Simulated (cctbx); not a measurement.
## RbZnBiWO6: as given, inverted or twinned?

Space group F-43m (no. 216), a = 8.8370 Å, b = 8.8370 Å, c = 8.8370 Å, α = 90.00°, β = 90.00°, γ = 90.00°.

```
atom  mult.    x    y       z  Ueq (Å²)
 Bi1      4    0    0       0    0.0092
  W1      4  1/2    0       0    0.0087
 Rb1      4  1/4  1/4     1/4    0.0126
 Zn1      4  1/4  1/4     3/4    0.0108
  O1     24  1/2    0  0.7720    0.0197
```

The model was made for the exercise: a known structure type with other elements put in, its volume estimated, not relaxed; displacement parameters are assumed.

Data sets are simulated with cctbx and refined with Bijvoet mates kept apart; Flack x is then fitted as the share of an inverted twin with the atoms fixed, Hooft y from the Bijvoet differences. The group is acentric but holds improper operations, so there is an absolute structure (orientation) and no hand.

Untwinned crystal. What Flack and Hooft values should come out?

```
  λ (Å)  extinction (unmodelled)  d min (Å)  top counts  error (%)     model      R1  Flack x   s.u.  Hooft y   s.u.  pairs
0.71073                        0       0.77       40000          3  as given  0.0073   -0.012  0.016   -0.006  0.022     45
0.71073                        0       0.77       40000          3  inverted  0.0182     0.25   0.05    0.293  0.022     45
1.54184                      0.1       0.83       40000        1.5  as given  0.0044   -0.007  0.006   -0.009  0.012     37
```

With Mo Kα, x is within 3 s.u. of 0, so the absolute structure is right. With Cu Kα, x is within 3 s.u. of 0, so the absolute structure is right. The inverted model doesn't give 1 − x: the structure is pseudo-centrosymmetric, and the refinement slid into another minimum.

[Logs are printed without paths, hosts, clocks, repeated set-up lines and the standing remarks that a program may print on its own settings, such as how far it seeks lower states.]
